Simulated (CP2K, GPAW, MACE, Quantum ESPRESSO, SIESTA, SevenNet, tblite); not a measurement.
**SIESTA runs on random packing of 40Si3N4-60SiO2 (mol %) (69 atoms)**

Aim: run random packing of 40Si3N4-60SiO2 (mol %) (69 atoms) in SIESTA and see how near its forces come to a plane-wave reference, and at what cost.

Main program and level: SIESTA 5.4.2; the method is named at each step.

**1. The starting structure**

The cell holds 69 atoms: 27 Si, 24 N and 18 O. Cell: a = 9.700 Å, b = 9.700 Å, c = 9.700 Å, α = 90.0°, β = 90.0°, γ = 90.0°. 69 atoms (27 Si, 24 N, 18 O) packed at random in a cube at 2.52 g/cm³ and pushed apart as soft spheres, cations and anions kept from their own kind; a start for melting by ab initio MD, not an equilibrated structure. Then every atom was moved at random, 0.03 Å r.m.s. a Cartesian component.

The yardstick, on the same geometry:

```
method                 : Kohn-Sham DFT, PBE, SSSP efficiency 1.3.0 pseudopotentials, plane waves (Quantum ESPRESSO 7.5); sssp-pbe-1.3.0-efficiency, cutoffs 60/480 Ry, Γ point
r.m.s. force component : 1.567 eV/Å
longest force          : 5.237 eV/Å
pressure               : -19.56 GPa
time                   : 5.1 min on 4 MPI ranks of Intel Xeon Platinum 8375C at 2.90GHz (Ice Lake), shared host
CPU time               : 20 min
```

**2. PBE, DZP, shift 0.01 Ry, mesh 500 Ry**

Method: Kohn-Sham DFT, PBE, PseudoDojo 0.4.1 norm-conserving pseudopotentials (converted to PSML), numerical atomic orbitals (DZP), diagonalisation.

The .psml files are PseudoDojo norm-conserving potentials that we converted to this format, checked against plane waves on the same files for H, C, O, Si, Ge and Ca alone.

Input file input.fdf:

```
SystemLabel cell
NumberOfAtoms 69
NumberOfSpecies 3
%block ChemicalSpeciesLabel
  1 14 Si
  2 7 N
  3 8 O
%endblock ChemicalSpeciesLabel
LatticeConstant 1.0 Ang
%block LatticeVectors
  9.70030 0.00000 0.00000
  0.00000 9.70030 0.00000
  0.00000 0.00000 9.70030
%endblock LatticeVectors
PAO.BasisSize DZP
PAO.EnergyShift 0.01 Ry
XC.Functional GGA
XC.Authors PBE
MeshCutoff 500 Ry
%block kgrid_Monkhorst_Pack
  1 0 0 0.0
  0 1 0 0.0
  0 0 1 0.0
%endblock kgrid_Monkhorst_Pack
SolutionMethod diagon
OccupationFunction FD
ElectronicTemperature 580 K
SCF.Mixer.Method Pulay
SCF.Mixer.Weight 0.15
SCF.Mixer.History 8
SCF.Mix Hamiltonian
MaxSCFIterations 300
SCF.DM.Tolerance 1e-04
SCF.H.Tolerance 1.0e-3 eV
WriteForces T
Write.HirshfeldPop T
Write.VoronoiPop T
Write.DM F
Write.H F
XML.Write F
AtomicCoordinatesFormat Fractional
%block AtomicCoordinatesAndAtomicSpecies
  0.24574 0.17845 0.43013 1
  0.72830 0.84559 0.40938 1
  0.23315 0.57358 0.12237 1
  0.95740 0.76272 0.18419 1
  0.16581 0.89242 0.44475 1
  0.66382 0.07950 0.56406 1
  0.06372 0.28737 0.58526 1
  0.46589 0.75083 0.43624 1
  0.47020 0.04825 0.25615 1
  0.45569 0.41210 0.32297 1
  0.15850 0.24910 0.07050 1
  0.44976 0.57190 0.96288 1
  0.21044 0.60189 0.45921 1
  0.73117 0.56992 0.02657 1
  0.95186 0.01556 0.04076 1
  0.78472 0.84550 0.72380 1
  0.74969 0.55430 0.69261 1
  0.67363 0.33670 0.18712 1
  0.63735 0.30784 0.75138 1
  0.30748 0.92760 0.99684 1
  0.71369 0.89962 0.97990 1
  0.73600 0.05904 0.20467 1
  0.35195 0.31360 0.63912 1
  0.97207 0.24956 0.84657 1
  0.12576 0.46058 0.89790 1
  0.92858 0.46990 0.17896 1
  0.31658 0.73958 0.74124 1
  0.47381 0.86491 0.23602 2
  0.27893 0.57064 0.88687 2
  0.55042 0.14347 0.75039 2
  0.03750 0.50207 0.43133 2
  0.98456 0.73247 0.55420 2
  0.15090 0.21357 0.73315 2
  0.23630 0.48993 0.28524 2
  0.39388 0.43154 0.08330 2
  0.17315 0.94768 0.74016 2
  0.89374 0.86497 0.89388 2
  0.03284 0.83888 0.32830 2
  0.85352 0.11660 0.90109 2
  0.19226 0.76418 0.10601 2
  0.94726 0.57799 0.02983 2
  0.32228 0.21588 0.22203 2
  0.80188 0.22103 0.63734 2
  0.11535 0.02231 0.20196 2
  0.74841 0.66138 0.45461 2
  0.43931 0.68952 0.60839 2
  0.46652 0.45888 0.68195 2
  0.63848 0.73077 0.74019 2
  0.44256 0.84887 0.83409 2
  0.19315 0.57306 0.65217 2
  0.07897 0.29964 0.30602 2
  0.84119 0.36512 0.38083 3
  0.42612 0.16907 0.48606 3
  0.52278 0.58210 0.34921 3
  0.64970 0.14093 0.40459 3
  0.86928 0.96549 0.61519 3
[... 9 atom lines left out ...]
  0.06258 0.73256 0.79440 3
  0.69407 0.77381 0.11953 3
  0.85381 0.04838 0.32754 3
  0.28129 0.13139 0.92204 3
%endblock AtomicCoordinatesAndAtomicSpecies
```

The run is started by

```console
OMP_NUM_THREADS=1 mpirun -np 2 siesta < input.fdf > output.txt
```

The program printed:

```text
Version         : 5.4.2
reinit: System Name:
reinit: System Label: cell
initatom: Reading input for the pseudopotentials and atomic orbitals ----------
Species number:   1 Atomic number:   14 Label: Si
Species number:   2 Atomic number:    7 Label: N
Species number:   3 Atomic number:    8 Label: O
Ground state valence configuration (from tables):   3s02  3p02  3d00  4f00
Ground state valence configuration (from tables):   2s02  2p03  3d00  4f00
Ground state valence configuration (from tables):   2s02  2p04  3d00  4f00
---- Processing specs for species: Si
GGA--PBE XC_GGA_X_PBE--XC_GGA_C_PBE pb
---- Processing specs for species: N
GGA--PBE XC_GGA_X_PBE--XC_GGA_C_PBE pb
---- Processing specs for species: O
GGA--PBE XC_GGA_X_PBE--XC_GGA_C_PBE pb
Si pseudopotential only contains V_ls up to l=2 -- lmxkb reset.
N pseudopotential only contains V_ls up to l=1 -- lmxkb reset.
O pseudopotential only contains V_ls up to l=2 -- lmxkb reset.
Using PAO.SplitTailNorm
%block ChemicalSpeciesLabel
    1   14 Si                      # Species index, atomic number, species label
    2    7 N                       # Species index, atomic number, species label
    3    8 O                       # Species index, atomic number, species label
%endblock ChemicalSpeciesLabel
%block PAO.Basis                 # Define Basis set
Si                    2                    # Species label, number of l-shells
 n=3   0   2                         # n, l, Nzeta
   5.392      3.847
   1.000      1.000
 n=3   1   2 P   1                   # n, l, Nzeta, Polarization, NzetaPol
   6.844      4.952
   1.000      1.000
N                     2                    # Species label, number of l-shells
 n=2   0   2                         # n, l, Nzeta
   3.944      2.617
   1.000      1.000
 n=2   1   2 P   1                   # n, l, Nzeta, Polarization, NzetaPol
[...]
O                     2                    # Species label, number of l-shells
 n=2   0   2                         # n, l, Nzeta
[...]
1.000      1.000
 n=2   1   2 P   1                   # n, l, Nzeta, Polarization, NzetaPol
   4.300      2.782
   1.000      1.000
%endblock PAO.Basis
coor:   Atomic-coordinates input format  =     Fractional
siesta: System type = bulk
initatomlists: Number of atoms, orbitals, and projectors:     69   897   912
siesta: ******************** Simulation parameters ****************************
Total number of electrons:   336.000000
Total ionic charge:   336.000000
 Kpoints in:            1 . Kpoints trimmed:            1
siesta: k-grid: Number of k-points = 1
siesta: k-points from Monkhorst-Pack grid
siesta: k-cutoff (effective) =     4.850 Ang
siesta: k-point supercell and displacements
siesta: k-grid:     1     0     0      0.000
siesta: k-grid:     0     1     0      0.000
siesta: k-grid:     0     0     1      0.000
                     ====================================
                        Single-point calculation
                     ====================================
outcell: Unit cell vectors (Ang):
        9.700300    0.000000    0.000000
        0.000000    9.700300    0.000000
        0.000000    0.000000    9.700300
outcell: Cell vector modules (Ang)   :    9.700300    9.700300    9.700300
outcell: Cell angles (23,13,12) (deg):     90.0000     90.0000     90.0000
outcell: Cell volume (Ang**3)        :    912.7577
Gamma-point calculation with multiply-connected orbital pairs
Gamma-point calculation with multiply-connected orbital pairs
Folding of H and S implicitly performed
Folding of H and S implicitly performed
new_DM -- step:     1
Initializing Density Matrix...
Attempting to read DM from file... Failed...
DM filled with atomic data:
InitMesh: MESH = 144 x 144 x 144 = 2985984
InitMesh: Mesh cutoff (required, used) =   500.000   609.055 Ry
stepf: Fermi-Dirac step function
        iscf     Eharris(eV)        E_KS(eV)     FreeEng(eV)     dDmax    Ef(eV) dHmax(eV)
   scf:    1   -17592.854822   -17769.165598   -17769.350659  1.582186 -5.522429 19.374898
   scf:    2   -17367.651735   -17727.313517   -17727.585784  1.188784 -5.023604 47.268190
   scf:    3   -17781.241254   -17854.794455   -17855.075143  1.143625 -5.091463 16.463190
   scf:    4   -17833.555545   -17863.087046   -17863.388653  0.481450 -5.065524 14.949490
   scf:    5   -17867.067431   -17872.336445   -17872.627752  0.288115 -5.057758  4.686191
   scf:    6   -17869.849006   -17873.572561   -17873.886636  0.174820 -5.030548  4.170040
[...]
scf:   32   -17875.143463   -17875.143445   -17875.495683  0.000131 -5.168168  0.003948
   scf:   33   -17875.143437   -17875.143441   -17875.495684  0.000090 -5.168149  0.001057
   scf:   34   -17875.143446   -17875.143444   -17875.495684  0.000049 -5.168117  0.000639
SCF Convergence by DM+H criterion
max |DM_out - DM_in|         :     0.0000487132
max |H_out - H_in|      (eV) :     0.0006393403
SCF cycle converged after 34 iterations
Using DM_out to compute the final energy and forces
siesta: E_KS(eV) =           -17875.1434
siesta: E_KS - E_eggbox =    -17875.1434
siesta: Atomic forces (eV/Ang):
     1    1.906270   -3.472244   -3.756978
     2    1.052544   -2.224647    0.797124
     3    1.151938    1.146983   -0.403266
     4    2.093398    0.937729   -0.531795
     5   -1.223396    0.494384   -0.012639
     6    0.242862    1.151875    1.890998
[...]
67    0.538016    0.010664   -2.598377
    68   -0.410883   -1.810049   -0.996510
    69   -0.792577   -1.540577    2.734064
----------------------------------------
   Tot   -0.003366   -0.004597    0.004705
----------------------------------------
   Max    4.071146
   Res    1.495970    sqrt( Sum f_i^2 / 3N )
----------------------------------------
   Max    4.071146    constrained
Stress tensor Voigt[x,y,z,yz,xz,xy] (kbar):      169.50      214.43      162.30      -29.18        2.97       10.81
(Free)E + p*V (eV/cell)   -17979.2238
Target enthalpy (eV/cell)   -17875.4957
siesta: Program's energy decomposition (eV):
siesta: Ebs     =     -3976.537100
siesta: Eions   =     27871.099517
siesta: Ena     =      5445.722373
siesta: Ekin    =     10628.929415
siesta: Enl     =     -1268.976181
siesta: DEna    =       186.215485
siesta: DUscf   =        17.247679
siesta: Ex      =     -4612.901914
siesta: Ec      =      -400.280783
siesta: Exc     =     -5013.182697
siesta: Eharris =    -17875.143446
siesta: Etot    =    -17875.143444
siesta: FreeEng =    -17875.495684
siesta: Final energy (eV):
siesta:  Band Struct. =   -3976.537100
siesta:       Kinetic =   10628.929415
siesta:       Hartree =    4677.025133
siesta:         Exch. =   -4612.901914
siesta:         Corr. =    -400.280783
siesta:   Exch.-corr. =   -5013.182697
siesta:  Ion-electron =  -18483.541971
siesta:       Ion-ion =   -9684.373323
siesta:         Total =  -17875.143444
siesta:         Fermi =      -5.168117
siesta: Stress tensor (static) (eV/Ang**3):
siesta:     0.105792    0.006749    0.001855
siesta:     0.006749    0.133834   -0.018215
siesta:     0.001855   -0.018215    0.101302
siesta: Cell volume =        912.757684 Ang**3
siesta: Pressure (static):
siesta:                Solid            Molecule  Units
siesta:          -0.00123772         -0.00112501  Ry/Bohr**3
siesta:          -0.11364256         -0.10329372  eV/Ang**3
siesta:        -182.07545545       -165.49479139  kBar
    Orbital volume contribution        =          29.857267 eV
    (Free)E + p_basis*V_orbitals       =      -17845.638417 eV
    (Free)Eharris+ p_basis*V_orbitals  =      -17845.638419 eV
Hirshfeld Atomic Populations:
Atom #   charge [q] valence [e]  Species
     1     0.280966    3.719034  Si
     2     0.192008    3.807992  Si
     3     0.202871    3.797129  Si
     4     0.239766    3.760234  Si
     5     0.269005    3.730995  Si
     6     0.286052    3.713948  Si
[...]
28    -0.206084    5.206084  N
    29    -0.185311    5.185311  N
    30    -0.130875    5.130875  N
    31    -0.101677    5.101677  N
    32    -0.041238    5.041238  N
    33    -0.190732    5.190732  N
[...]
52    -0.179496    6.179496  O
    53    -0.199860    6.199860  O
    54    -0.220094    6.220094  O
    55    -0.192811    6.192811  O
    56    -0.162017    6.162017  O
    57    -0.122707    6.122707  O
[...]
--------------------
 Total    -0.000022
Voronoi Atomic Populations:
Atom #   charge [q] valence [e]  Species
[...]
25     0.333824    3.666176  Si
    26     0.346084    3.653916  Si
    27     0.389049    3.610951  Si
[...]
49    -0.187888    5.187888  N
    50    -0.208792    5.208792  N
    51    -0.094384    5.094384  N
[...]
67    -0.257728    6.257728  O
    68    -0.256152    6.256152  O
    69    -0.235697    6.235697  O
--------------------
 Total    -0.000022
```

The job ended after 7 min (2 MPI ranks of Intel Xeon Platinum 8375C at 2.90GHz (Ice Lake), shared host; peak memory 2.1 GiB; 14 min of CPU time).

Banners, paths, timers and routine set-up lines are dropped from the logs unmarked, and long logs keep their key lines alone; longer cuts are marked.

Compared with the plane-wave run:

```
r.m.s. force component                  : 1.496 eV/Å
r.m.s. difference of force components   : 209.9 meV/Å
longest difference of force vectors     : 695.9 meV/Å
force difference over r.m.s. force      : 13.4 %
slope of forces against the reference's : 0.9465
correlation of force components         : 0.9917
pressure                                : -18.21 GPa
pressure difference                     : 1.349 GPa
```

Length of the force difference by element (eV/Å):

```csv
element,atoms,mean,most
N,24,0.30,0.49
O,18,0.30,0.70
Si,27,0.35,0.63
```

The surroundings of N32, picked at random, nearest first, numbered as they follow in the input and with coordinates relative to it.

```csv
atom,x,y,z,distance (Å),bonds,Hirshfeld charge (e),Fx,Fy,Fz (eV/Å)
N32,0.00,0.00,0.00,0.00,0,-0.04,0.40,-0.64,-0.30
O66,0.76,0.00,2.33,2.45,0,-0.15,0.92,1.48,-1.11
N38,0.47,1.03,-2.19,2.47,2,-0.17,0.76,-0.10,0.64
Si5,1.76,1.55,-1.06,2.57,3,0.27,-1.22,0.49,-0.01
N45,-2.29,-0.69,-0.97,2.58,1,-0.18,0.74,2.55,0.17
N31,0.51,-2.23,-1.19,2.58,1,-0.10,0.42,0.02,-0.35
O56,-1.12,2.26,0.59,2.59,1,-0.16,-4.07,-1.84,0.67
Si13,2.19,-1.27,-0.92,2.69,2,0.18,-2.35,-0.69,0.48
N50,2.02,-1.55,0.95,2.72,1,-0.15,1.60,2.10,-1.64
Si16,-1.94,1.10,1.65,2.77,3,0.27,2.82,0.64,0.12
```

Forces lie 13 % from the reference's, at 0.69 times its CPU time (on 2 against 4 cores).

**3. PBE, SZP, shift 0.01 Ry, mesh 500 Ry**

Method: Kohn-Sham DFT, PBE, PseudoDojo 0.4.1 norm-conserving pseudopotentials (converted to PSML), numerical atomic orbitals (SZP), diagonalisation.

input.fdf: that of step 2 with these lines changed.

```diff
@@ -14,3 +14,3 @@
 %endblock LatticeVectors
-PAO.BasisSize DZP
+PAO.BasisSize SZP
 PAO.EnergyShift 0.01 Ry
```

The program printed:

```text
Version         : 5.4.2
reinit: System Name:
reinit: System Label: cell
initatom: Reading input for the pseudopotentials and atomic orbitals ----------
Species number:   1 Atomic number:   14 Label: Si
Species number:   2 Atomic number:    7 Label: N
Species number:   3 Atomic number:    8 Label: O
Ground state valence configuration (from tables):   3s02  3p02  3d00  4f00
[... lines left out ...]
SCF Convergence by DM+H criterion
[... lines left out ...]
SCF cycle converged after 31 iterations
[... lines left out ...]
   Max    4.295065
[... lines left out ...]
   Max    4.295065    constrained
Stress tensor Voigt[x,y,z,yz,xz,xy] (kbar):      142.77      185.74      135.88      -27.80        0.24        2.86
[... lines left out ...]
siesta: FreeEng =    -17859.772105
[... lines left out ...]
siesta:         Fermi =      -5.167047
[... lines left out ...]
siesta:        -154.79656502       -144.38070995  kBar
[... lines left out ...]
    (Free)Eharris+ p_basis*V_orbitals  =      -17835.040002 eV
Hirshfeld Atomic Populations:
Atom #   charge [q] valence [e]  Species
     1     0.310554    3.689446  Si
     2     0.204373    3.795627  Si
     3     0.213514    3.786486  Si
[...]
28    -0.213501    5.213501  N
    29    -0.203399    5.203399  N
    30    -0.143939    5.143939  N
[...]
52    -0.162756    6.162756  O
    53    -0.207736    6.207736  O
    54    -0.229220    6.229220  O
[...]
--------------------
 Total    -0.000022
Voronoi Atomic Populations:
Atom #   charge [q] valence [e]  Species
[...]
26     0.396400    3.603600  Si
    27     0.464841    3.535159  Si
[...]
50    -0.242249    5.242249  N
    51    -0.132824    5.132824  N
[...]
68    -0.270498    6.270498  O
    69    -0.255675    6.255675  O
--------------------
 Total    -0.000022
```

The job ended after 5 min (2 MPI ranks; peak memory 1.9 GiB; 10 min of CPU time).

Numbers from this run, and their distance from the reference:

```yaml
r_m_s_force_component: 1.475 eV/Å
r_m_s_difference_of_force_components: 526.2 meV/Å
longest_difference_of_force_vectors: 1608 meV/Å
force_difference_over_r_m_s_force: 33.57 %
slope_of_forces_against_the_reference_s: 0.8864
correlation_of_force_components: 0.942
pressure: -15.48 GPa
pressure_difference: 4.077 GPa
```

This is a coarse setting, run to see what it loses.

Against the first run (13 %), the force difference from the reference is 34 %, at 0.71 times the CPU time, with 621 basis functions against 897: the smaller basis costs accuracy.

**4. The ladder**

Differences are against the plane-wave reference, forces as r.m.s. over components; share is that over the reference's r.m.s. force, slope the least-squares factor from reference forces to these. Total energies of different programs have different zeros and aren't compared.

```csv
run,"Δ force, r.m.s. (meV/Å)",share (%),slope,Δ pressure (GPa),cores,CPU time,memory (GiB)
reference,-,-,-,-,4,20 min,3.0
"SIESTA PBE, DZP, shift 0.01 Ry, mesh 500 Ry",210,13.4,0.947,1.35,2,14 min,2.1
"SIESTA PBE, SZP, shift 0.01 Ry, mesh 500 Ry (coarse)",526,33.6,0.886,4.08,2,10 min,1.9
```

Rows marked coarse were listed beforehand as settings not expected to be converged; some can still land near the reference.

CPU time is summed over cores on a shared host, where runs went side by side, so it is rough. Symmetry, cutoffs, thresholds, outputs and thread counts weren't matched or tuned between programs; memory under MPI is the largest rank's times the ranks.

A second geometry, displaced anew (every atom was moved at random, 0.08 Å r.m.s. a Cartesian component), gives an energy difference that all programs can be tested on. The reference puts it at 11.35 meV/atom.

```csv
run,energy less the first geometry's (meV/atom),error (meV/atom),force share at the second geometry (%)
"SIESTA PBE, DZP, shift 0.01 Ry, mesh 500 Ry",20.24,8.89,11.5
"SIESTA PBE, SZP, shift 0.01 Ry, mesh 500 Ry",39.44,28.1,33.8
```

**5. Outcome**

| Quantity | Value |
| --- | --- |
| nearest in forces | SIESTA PBE, DZP, shift 0.01 Ry, mesh 500 Ry, 13 % |
| its CPU time | 14 min |

The PBE run in local orbitals, coarse settings apart, differs by 13 % (SIESTA PBE, DZP, shift 0.01 Ry, mesh 500 Ry); basis, grid and potentials can all enter. Runs with settings chosen to be coarse differ by 34 % (SIESTA PBE, SZP, shift 0.01 Ry, mesh 500 Ry), their programs' other errors included. One electronic-structure run takes under half the reference's CPU time: SIESTA PBE, SZP, shift 0.01 Ry, mesh 500 Ry, at 34 % in 10 min against 20 min; its pressure misses by +4.1 GPa. In pressure, SIESTA PBE, SZP, shift 0.01 Ry, mesh 500 Ry misses by +4.1 GPa, at the same functional. The energy difference between the two geometries, 11.3 meV/atom in the reference, is met best by SIESTA PBE, DZP, shift 0.01 Ry, mesh 500 Ry (+8.89) and worst by SIESTA PBE, SZP, shift 0.01 Ry, mesh 500 Ry (coarse) (+28.1). The reference's pressure holds the uncorrected Pulay stress of its 60 Ry basis, so small pressure differences, and their order, may be the reference's own error. The reference's stress is far from hydrostatic: its diagonal is -18.1, -22.9, -17.6 GPa, compression counted positive. The reference's pressure of -20 GPa says that the cell would shrink at this level of theory. The electronic-structure runs sample only Γ, in a cell whose shortest periodic width is 10 Å, which is coarse for a cell with partly filled levels.

[Also dropped from logs without a mark: logging warnings of Python, and SIESTA's first energy breakdown and zero terms.]

[Logs are printed without paths, hosts, clocks, repeated set-up lines and the standing remarks that a program may print on its own settings, such as how far it seeks lower states.]

[Hosts, paths, dates, database ids (printed as entryN), source tags and the programs' standing remarks are cut or masked in the printed files.]
